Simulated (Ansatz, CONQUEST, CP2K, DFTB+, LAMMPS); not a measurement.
## Ionic liquid triethylsulfonium TFSI- with water at 300 K (120 atoms) in DFTB+

Wanted: DFTB+ inputs and outputs for ionic liquid triethylsulfonium TFSI- with water at 300 K (120 atoms), checked against a plane-wave reference.

Calculated with DFTB+ 25.1; the method is named at each step.

### Step 1. The structure

The cell holds 120 atoms: 24 C, 9 S, 51 H, 3 N, 15 O and 18 F. Cell: a = 11.473 Å, b = 11.473 Å, c = 11.473 Å, α = 90.0°, β = 90.0°, γ = 90.0°. 3 triethylsulfonium, 3 TFSI-, 3 H2O placed at random, at 1.38 g/cm³; overlaps pushed apart, then 10 ps at 700 K with MMFF94 bonds, angles, torsions, charges and radii (Halgren, J. Comput. Chem. 17, 490 (1996)) in harmonic and 12-6 forms; SPC/E water (Berendsen, Grigera and Straatsma, J. Phys. Chem. 91, 6269 (1987)); charges of ions scaled by 0.8. Snapshot after 30 ps at 300 K and fixed volume.

The yardstick, on the same geometry:

```
method                                           : Kohn-Sham DFT, PBE, PAW, plane waves (Ansatz 0.2.0); cutoff 420 eV, Γ point, fermi-dirac smearing of 0.05 eV; PAW set soft_2
r.m.s. force component                           : 0.9794 eV/Å
longest force                                    : 4.39 eV/Å
pressure                                         : 1.003 GPa
gap (highest filled to lowest empty level) : 2.707 eV
SCF cycles                                       : 11
time                                             : 9.8 s on 4 threads of Intel Xeon 6975P-C (Granite Rapids), shared host
CPU time                                         : 30 s
```

### Step 2. GFN1-xTB

Method: GFN1-xTB tight binding, diagonalisation.

File dftb_in.hsd:

```
Geometry = GenFormat {
  <<< geo.gen
}
Driver = {}
Hamiltonian = xTB {
  Method = "GFN1-xTB"
  SccTolerance = 1e-06
  MaxSccIterations = 300
  Mixer = Broyden { MixingParameter = 0.2 }
  Filling = Fermi { Temperature [K] = 580 }
  KPointsAndWeights = { 0.0 0.0 0.0 1.0 }
}
Analysis {
  PrintForces = Yes
  MullikenAnalysis = Yes
}
ParserOptions { ParserVersion = 14 }
```

File geo.gen:

```
120 F
C S H N O F
1 1 0.54147 0.15384 0.68247
2 1 0.62721 0.19548 0.59882
3 2 0.59252 0.35109 0.55992
4 1 0.74070 0.39097 0.51655
5 1 0.73618 0.51439 0.46046
6 1 0.53446 0.32363 0.41712
7 1 0.41324 0.26697 0.41278
8 3 0.55820 0.06403 0.70991
9 3 0.54518 0.21166 0.75836
10 3 0.45582 0.16293 0.64145
11 3 0.62756 0.14437 0.51917
12 3 0.70758 0.20328 0.64029
13 3 0.78570 0.33665 0.45378
14 3 0.78638 0.39539 0.59752
15 3 0.82207 0.55490 0.45827
16 3 0.70410 0.51322 0.37458
17 3 0.68232 0.58137 0.51270
18 3 0.59389 0.27371 0.36751
19 3 0.52013 0.41243 0.37993
20 3 0.36076 0.30127 0.48605
21 3 0.41152 0.16715 0.41864
22 3 0.36632 0.28670 0.33257
23 1 0.54345 0.87134 0.89948
24 1 0.51679 0.79795 0.79165
25 2 0.43058 0.67077 0.82718
26 1 0.39485 0.65740 0.67491
27 1 0.30680 0.55478 0.65991
28 1 0.54703 0.55932 0.81684
29 1 0.60653 0.54579 0.93296
30 3 0.45750 0.88982 0.94034
31 3 0.59602 0.82636 0.96356
32 3 0.57794 0.95200 0.86986
33 3 0.48154 0.86372 0.72833
34 3 0.59478 0.76406 0.74076
35 3 0.35452 0.74017 0.64324
36 3 0.47672 0.65001 0.62849
37 3 0.23748 0.56788 0.71831
38 3 0.27221 0.57617 0.57278
39 3 0.34649 0.47140 0.67294
40 3 0.51261 0.47430 0.79474
41 3 0.60311 0.58295 0.75228
42 3 0.54024 0.51911 0.00026
43 3 0.67458 0.47940 0.93018
44 3 0.65412 0.62556 0.96047
45 1 0.24832 0.96470 0.61226
46 1 0.16575 0.06594 0.63530
47 2 0.14118 0.15044 0.49930
48 1 0.02135 0.24078 0.55910
49 1 0.06316 0.32838 0.65343
50 1 0.05458 0.04332 0.42472
51 1 0.98920 0.10429 0.32050
52 3 0.22900 0.90705 0.53983
53 3 0.24972 0.91610 0.69112
54 3 0.33615 0.99372 0.59003
55 3 0.18320 0.12063 0.70477
56 3 0.08055 0.02402 0.65489
[... 64 atom lines left out ...]
0.0 0.0 0.0
11.47260 0.00000 0.00000
0.00000 11.47260 0.00000
0.00000 0.00000 11.47260
```

On the command line:

```console
OMP_NUM_THREADS=1 dftb+ > output.txt
```

The log of the run:

```text
Reading input file 'dftb_in.hsd'
Parser version: 14
--------------------------------------------------------------------------------
Processed input in HSD format written to 'dftb_pin.hsd'
Starting initialization...
--------------------------------------------------------------------------------
WARNING!
-> Dipole printed for extended system : value printed is not well defined
Mode:                        Static calculation
Self consistent charges:     Yes
SCC-tolerance:                 0.100000E-05
Max. scc iterations:                    300
Shell resolved Hubbard:      Yes
Spin polarisation:           No
Nr. of up electrons:           216.000000
Nr. of down electrons:         216.000000
Periodic boundaries:         Yes
Electronic solver:           Relatively robust
Mixer:                       Broyden mixer
Mixing parameter:                  0.200000
Nr. of chrg. vec. in memory:            300
Max. SCC-cycles:                        300
tblite library version:      0.3.0
-> parametrization:          GFN1-xTB
-> repulsion:                Yes
-> dispersion:               Yes
-> halogen bonding:          Yes
-> electrostatics:           Yes
   -> isotropic:             Yes
   -> anisotropic:           No
   -> third-order:           Yes
Electronic temperature:              0.183675E-02 H      0.499806E-01 eV
Initial charges:             Set automatically (system chrg:   0.000E+00)
Included shells:             C:  s, p
                             S:  s, p, d
                             H:  s, s2
                             N:  s, p
                             O:  s, p
                             F:  s, p
K-points and weights:           1:  0.000000  0.000000  0.000000     1.000000
K-points in absolute space:     1:  0.000000  0.000000  0.000000
Extra options:
                             Mulliken analysis
                             Force calculation
Force type                   original
--------------------------------------------------------------------------------
***  Geometry step: 0
 iSCC Total electronic   Diff electronic      SCC error
    1   -0.27717608E+03    0.00000000E+00    0.19012371E+01
    2   -0.28378558E+03   -0.27717608E+03    0.94445632E+00
    3   -0.28441428E+03   -0.66095017E+01    0.81267781E+00
    4   -0.28454274E+03   -0.62870037E+00    0.49214452E+00
    5   -0.28410158E+03   -0.12846483E+00    0.42700202E+00
    6   -0.28482364E+03    0.44116103E+00    0.87049243E-01
    7   -0.28482476E+03   -0.72206260E+00    0.44220304E-01
    8   -0.28483219E+03   -0.11128185E-02    0.16246367E-01
    9   -0.28483263E+03   -0.74299453E-02    0.85981956E-02
   10   -0.28483269E+03   -0.43897792E-03    0.56213125E-02
   11   -0.28483273E+03   -0.68567179E-04    0.34692123E-02
   12   -0.28483274E+03   -0.33030983E-04    0.19195910E-02
   13   -0.28483275E+03   -0.17729697E-04    0.66251348E-03
   14   -0.28483275E+03   -0.82554220E-05    0.13567329E-03
   15   -0.28483275E+03   -0.11763354E-05    0.85364399E-04
   16   -0.28483275E+03   -0.11243742E-07    0.35801169E-04
   17   -0.28483275E+03   -0.15959870E-07    0.23593060E-04
   18   -0.28483275E+03   -0.78875928E-09    0.86669646E-05
   19   -0.28483275E+03   -0.11388011E-08    0.24388303E-05
>> Charges saved for restart in charges.bin
   20   -0.28483275E+03   -0.17763568E-09    0.86250067E-06
Total Energy:                     -283.4633519216 H        -7713.4303 eV
Extrapolated to 0K:               -283.4633519216 H        -7713.4303 eV
Total Mermin free energy:         -283.4633519216 H        -7713.4303 eV
Force related energy:             -283.4633519216 H        -7713.4303 eV
Volume:                              0.101902E+05 au^3   0.151003E+04 A^3
Pressure:                           -0.778414E-04 au    -0.229017E+10 Pa
```

detailed.out:

```text
Fermi distribution function
Calculation with static geometry
********************************************************************************
 iSCC Total electronic   Diff electronic      SCC error
   20   -0.28483275E+03   -0.17763568E-09    0.86250067E-06
********************************************************************************
 Total charge:    -0.00000000
 Atomic gross charges (e)
 Atom           Charge
    1      -0.07926416
    2       0.04048431
    3       0.10231039
    4       0.02473361
    5      -0.07960751
    6       0.03364473
    7      -0.08360349
    8       0.07445813
    9       0.05001714
   10       0.03260337
   11       0.07973809
   12       0.06562528
[...]
116       0.31905065
  117       0.34239592
  118      -0.70009818
  119       0.34400693
  120       0.34567785
Fermi level:                        -0.3663831523 H           -9.9698 eV
Band energy:                      -274.2657511381 H        -7463.1508 eV
TS:                                  0.0000000000 H            0.0000 eV
Band free energy (E-TS):          -274.2657511381 H        -7463.1508 eV
Extrapolated E(0K):               -274.2657511381 H        -7463.1508 eV
Input / Output electrons (q):    432.0000000000    432.0000000000
Energy H0:                        -285.8579275500 H        -7778.5900 eV
Energy SCC:                          1.0251731784 H           27.8964 eV
Total Electronic energy:          -284.8327543716 H        -7750.6936 eV
Repulsive energy:                    1.5318001572 H           41.6824 eV
Halogen correction energy:           0.0000000000 H            0.0000 eV
Total energy:                     -283.4633519216 H        -7713.4303 eV
Extrapolated to 0:                -283.4633519216 H        -7713.4303 eV
Total Mermin free energy:         -283.4633519216 H        -7713.4303 eV
Force related energy:             -283.4633519216 H        -7713.4303 eV
Non-constrained calculation
SCC converged
Total Forces
    1     -0.030159652397      0.000362280506      0.020360780982
    2     -0.007538139952      0.019955814623     -0.026333766890
    3      0.014192480766     -0.028851855697     -0.006529723160
    4     -0.008574375052      0.042648745535     -0.014186518314
    5     -0.005325459878      0.023430928970      0.044463750154
    6     -0.040356756983      0.022756134314     -0.014340239576
    7     -0.009791857489     -0.026818871058      0.020429693397
    8     -0.000732555243      0.003497087584     -0.003480228154
    9     -0.004253723978     -0.005861762233      0.002408305907
   10     -0.002401655049     -0.007353637195      0.007485040401
   11      0.005048060897      0.000098632449     -0.002554733818
[...]
116     -0.031392509997      0.011955657191      0.006783141633
  117      0.002058668913     -0.023847929993     -0.015311910815
  118     -0.012825507628     -0.002867180238      0.013361007482
  119      0.012443673949      0.025255491307      0.005298639997
  120      0.004551609990     -0.021533374164     -0.018916096593
Total stress tensor
     -0.000047144070     -0.000008563863      0.000003096247
     -0.000008563863     -0.000132291888      0.000015879307
      0.000003096247      0.000015879307     -0.000054088258
Total lattice derivs
      0.022158912616      0.004025233563     -0.001455314753
      0.004025233563      0.062180554502     -0.007463678619
     -0.001455314753     -0.007463678619      0.025422857935
Maximal derivative component:        0.714828E-01 au
Volume:                              0.101902E+05 au^3
Pressure:                           -0.778414E-04 au    -0.229017E+10 Pa
Warning: dipole moment is not defined absolutely!
Dipole moment:    1.03431666   -0.62566998   10.01201218 au
Dipole moment:    2.62897092   -1.59029460   25.44799867 Debye
```

Run time: 2.7 s. Hardware: 1 thread of Intel Xeon 6975P-C (Granite Rapids), shared host; peak memory 0.19 GiB.

Banners, paths, timers and routine set-up lines are dropped from the logs unmarked, and long logs keep their key lines alone; longer cuts are marked.

Numbers from this run, and their distance from the reference:

| Quantity | Value |
| --- | --- |
| r.m.s. force component | 0.9888 eV/Å |
| r.m.s. difference of force components | 288.4 meV/Å |
| longest difference of force vectors | 1039 meV/Å |
| force difference over r.m.s. force | 29.45 % |
| slope of forces against the reference's | 0.9662 |
| correlation of force components | 0.9571 |
| gap (highest filled to lowest empty level) | 2.444 eV |
| gap difference | -0.2631 eV |
| pressure | -2.29 GPa |
| pressure difference | -3.293 GPa |

Length of the force difference by element (eV/Å):

```
element  atoms  mean  most
      C     24  0.40  0.70
      F     18  0.85   1.0
      H     51  0.27  0.53
      N      3  0.64  0.68
      O     15  0.48  0.72
      S      9  0.50  0.87
```

Levels nearest the highest filled one (eV from it): -1.90, -1.77, -1.68, -1.50, -1.45, -1.09, -1.04, -1.01, -0.91, -0.90, -0.49, 0.00, 2.44, 2.49, 2.76, 2.85, 3.03, 3.38, 4.43, 4.66, 4.85, 5.07, 5.12, 5.14.

The surroundings of C101, which bears the longest force, nearest first, numbered as they follow in the input and with coordinates relative to it.

```
atom      x      y      z  distance (Å)  bonds  Mulliken charge (e)     Fx     Fy  Fz (eV/Å)
C101   0.00   0.00   0.00          0.00      4                 0.67  -2.37   2.43      -2.66
F104  -0.98  -0.67  -0.66          1.36      1                -0.20   0.84   0.35       1.44
F103  -0.54   1.02   0.74          1.37      1                -0.23   0.31  -1.41      -0.13
F102   0.58   0.68  -1.04          1.37      1                -0.23   0.53  -0.78       1.10
 S98   1.07  -1.12   0.92          1.81      4                 0.52  -0.08  -1.52       2.93
O100   0.42  -2.44   0.88          2.63      1                -0.41   1.09   1.51      -0.69
 N97   2.43  -1.07   0.07          2.66      2                -0.25  -0.39  -0.25      -0.36
 O99   1.15  -0.63   2.33          2.67      1                -0.45  -0.28  -0.06      -1.98
O107   2.63   1.46   0.77          3.10      1                -0.43  -0.63  -0.51       0.62
 F96  -2.19  -1.48   1.66          3.12      1                -0.24  -0.45  -1.54      -0.83
H114   1.61   2.78  -0.37          3.23      1                 0.33  -0.15   0.96      -1.28
 H63  -2.71   0.63   1.80          3.31      1                 0.09  -0.61   0.99       0.38
S105   3.31   0.20   0.50          3.35      4                 0.52   1.36   1.33      -0.15
```

Forces lie 29 % from the reference's, at 0.087 times its CPU time (on 1 against 4 cores).

### Step 3. DFTB 3ob-3-1

Method: third-order SCC-DFTB tight binding, 3ob-3-1 parameters, diagonalisation.

The folder slako/ holds the set 3ob-3-1.

Changes to dftb_in.hsd since step 2:

```diff
@@ -4,4 +4,27 @@
 Driver = {}
-Hamiltonian = xTB {
-  Method = "GFN1-xTB"
+Hamiltonian = DFTB {
+  Scc = Yes
+  SlaterKosterFiles = Type2FileNames {
+    Prefix = "slako/"
+    Separator = "-"
+    Suffix = ".skf"
+  }
+  MaxAngularMomentum {
+    C = "p"
+    S = "d"
+    H = "s"
+    N = "p"
+    O = "p"
+    F = "p"
+  }
+  ThirdOrderFull = Yes
+  HCorrection = Damping { Exponent = 4.0 }
+  HubbardDerivs {
+    C = -0.1492
+    S = -0.11
+    H = -0.1857
+    N = -0.1535
+    O = -0.1575
+    F = -0.1623
+  }
   SccTolerance = 1e-06
```

geo.gen is that of step 2.

On the command line:

```console
OMP_NUM_THREADS=1 dftb+ > output.txt
```

The log of the run:

```text
Reading input file 'dftb_in.hsd'
Parser version: 14
--------------------------------------------------------------------------------
Reading SK-files:
./slako/C-C.skf
./slako/C-S.skf
[... lines left out ...]
WARNING!
[... lines left out ...]
 iSCC Total electronic   Diff electronic      SCC error
[... lines left out ...]
   16   -0.21891146E+03   -0.28137492E-11    0.31009093E-06
Total Energy:                     -216.8911971068 H        -5901.9098 eV
Extrapolated to 0K:               -216.8911971068 H        -5901.9098 eV
Total Mermin free energy:         -216.8911971068 H        -5901.9098 eV
Force related energy:             -216.8911971068 H        -5901.9098 eV
Volume:                              0.101902E+05 au^3   0.151003E+04 A^3
Pressure:                            0.112966E-03 au     0.332358E+10 Pa
```

detailed.out:

```text
Fermi distribution function
Calculation with static geometry
********************************************************************************
 iSCC Total electronic   Diff electronic      SCC error
[... lines left out ...]
Fermi level:                        -0.1510102599 H           -4.1092 eV
[... lines left out ...]
Band free energy (E-TS):          -215.8110825145 H        -5872.5183 eV
[... lines left out ...]
Total energy:                     -216.8911971068 H        -5901.9098 eV
[... lines left out ...]
Total Mermin free energy:         -216.8911971068 H        -5901.9098 eV
[... lines left out ...]
SCC converged
Total Forces
[... lines left out ...]
     -0.014844706085     -0.057762689638     -0.014196792322
     -0.001851698033     -0.014196792634     -0.045238067325
Maximal derivative component:        0.156124E+00 au
Volume:                              0.101902E+05 au^3
Pressure:                            0.112966E-03 au     0.332358E+10 Pa
Warning: dipole moment is not defined absolutely!
Dipole moment:    9.06204521    0.71269211   16.81726530 au
Dipole moment:   23.03342327    1.81148281   42.74522815 Debye
```

Run time: 1.3 s. Hardware: 1 thread; peak memory 0.19 GiB.

Numbers from this run, and their distance from the reference:

```
r.m.s. force component                           : 1.228 eV/Å
r.m.s. difference of force components            : 741.6 meV/Å
longest difference of force vectors              : 5024 meV/Å
force difference over r.m.s. force               : 75.72 %
slope of forces against the reference's          : 0.9997
correlation of force components                  : 0.7972
gap (highest filled to lowest empty level) : 3.175 eV
gap difference                                   : 0.4687 eV
pressure                                         : 3.324 GPa
pressure difference                              : 2.321 GPa
```

Against the first run (29 %), the force difference from the reference is 76 %, at 0.47 times the CPU time.

### Step 4. The ladder

Differences are against the plane-wave reference, forces as r.m.s. over components; share is that over the reference's r.m.s. force, slope the least-squares factor from reference forces to these. Total energies of different programs have different zeros and aren't compared.

```
               run  Δ force, r.m.s. (meV/Å)  share (%)  slope  Δ pressure (GPa)  Δ gap (eV)  cores  CPU time  memory (GiB)
         reference                        -          -      -                 -           -      4      30 s           1.8
    DFTB+ GFN1-xTB                      288       29.4  0.966             -3.29      -0.263      1     2.6 s          0.19
DFTB+ DFTB 3ob-3-1                      742       75.7  1.000              2.32       0.469      1     1.2 s          0.19
```

CPU time is summed over cores on a shared host, where runs went side by side, so it is rough. Symmetry, cutoffs, thresholds, outputs and thread counts weren't matched or tuned between programs; memory under MPI is the largest rank's times the ranks.

Mean charges by element (e), by run and scheme:

```
               run    scheme      C      S      H      N      O      F
         reference    Löwdin  -0.14  +1.71  +0.24  -0.83  -0.73  -0.22
    DFTB+ GFN1-xTB  Mulliken  +0.14  +0.39  +0.10  -0.23  -0.47  -0.23
DFTB+ DFTB 3ob-3-1  Mulliken  +0.07  +0.78  +0.15  -0.57  -0.60  -0.31
```

The reference's Löwdin charges lack the electrons that the projection spills, 0.055 e an atom on average.

### Step 5. Results

| Quantity | Value |
| --- | --- |
| nearest in forces | DFTB+ GFN1-xTB, 29 % |
| its CPU time | 2.6 s |

In words: Tight binding differs by 29 % (DFTB+ GFN1-xTB) to 76 % (DFTB+ DFTB 3ob-3-1); it is another model, with fitted parameters of its own, and the xTB methods hold dispersion. Of the electronic-structure runs that take under half the reference's CPU time, DFTB+ GFN1-xTB comes nearest, at 29 % in 2.6 s against 30 s; its pressure misses by -3.3 GPa. Charges hang on model, scheme and program or settings: among these rows the mean for C runs from -0.14 to +0.14 e, even in sign. Periodic xTB results under one method name differ between programs and library versions (DFTB+ here holds tblite 0.3). The network of contacts between molecules at the start is that of the classical potential that made the cell, and needn't be the one that DFT or experiment would give. The reference's PBE has no dispersion term, which matters for the binding between molecules or layers. The density was typed from a rule of thumb and may lie off the real one at this temperature. The electronic-structure runs sample only Γ, in a cell whose shortest periodic width is 11 Å.

[Also dropped from logs without a mark: logging warnings of Python, and SIESTA's first energy breakdown and zero terms.]

[Logs are printed without paths, hosts, clocks, repeated set-up lines and the standing remarks that a program may print on its own settings, such as how far it seeks lower states.]

[Hosts, paths, dates, database ids (printed as entryN), source tags and the programs' standing remarks are cut or masked in the printed files.]

[The MMFF94 radii named for the starting cell were scaled by 0.96; in molecules described by MMFF94, hydrogen bound to N, O or S took a small fixed 12-6 site in their place.]
